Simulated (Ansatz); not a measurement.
# FeCu2GeSe4: which shell does photoemission see at 21.2 and 100 eV? (r²SCAN)

The valence band of FeCu2GeSe4 mixes several shells. Work out by hand which one leads the spectrum's area at each photon energy.

Filled states come from the projected DOS of Ansatz 0.2.0 (r²SCAN, plane waves); cross sections σ and asymmetry parameters β are those of free atoms in a Dirac–Hartree–Slater calculation. A shell's area is states × σ × angular factor, which is 1 − β·P₂(cos θ)/2 for unpolarised light, with θ = 54.7° from the beam and P₂ = 0.001.

**At 21.2 eV** (states counted from 11.2 eV below the zero; other shells add 1.3 to the products' sum of 60.7):

| shell | filled states a cell | cross section (Mb an electron) | β | angular factor | product | share by hand (%) | share in the simulated spectrum (%) |
| --- | --- | --- | --- | --- | --- | --- | --- |
| Se 4p | 18.65 | 2.04 | 1.83 | 1.00 | 38 | 63 | 63 |
| Ge 3d | 0.00 | 0 | 0.00 | 1.00 | 0 | 0 | 0 |
| Cu 3d | 19.51 | 0.796 | -0.20 | 1.00 | 15.5 | 26 | 26 |
| Fe 3d | 6.46 | 0.892 | -0.18 | 1.00 | 5.76 | 9 | 9 |

**At 100 eV** (states counted from 27.8 eV below the zero; other shells add 0.61 to the products' sum of 28):

| shell | filled states a cell | cross section (Mb an electron) | β | angular factor | product | share by hand (%) | share in the simulated spectrum (%) |
| --- | --- | --- | --- | --- | --- | --- | --- |
| Se 4p | 18.72 | 0.0268 | 0.33 | 1.00 | 0.502 | 2 | 2 |
| Ge 3d | 10.00 | 0.769 | 0.29 | 1.00 | 7.69 | 28 | 26 |
| Cu 3d | 19.60 | 0.724 | 0.66 | 1.00 | 14.2 | 51 | 52 |
| Fe 3d | 6.52 | 0.763 | 0.81 | 1.00 | 4.97 | 18 | 18 |

Se 4p leads at 21.2 eV and Cu 3d at 100 eV. Between the two energies σ of Se 4p changes by a factor 0.013 and that of Cu 3d by 0.91, so their ratio moves 69-fold in favour of the second. The simulated spectrum uses the same rule on the energy-resolved DOS, so the two share columns agree within a few points.

Only crystals where the two columns agree within 4 points and the lead is clear are worked in this form. Free-atom cross sections ignore the solid's final states, no escape depth or background enters, and the count of states a shell hangs on the projection.
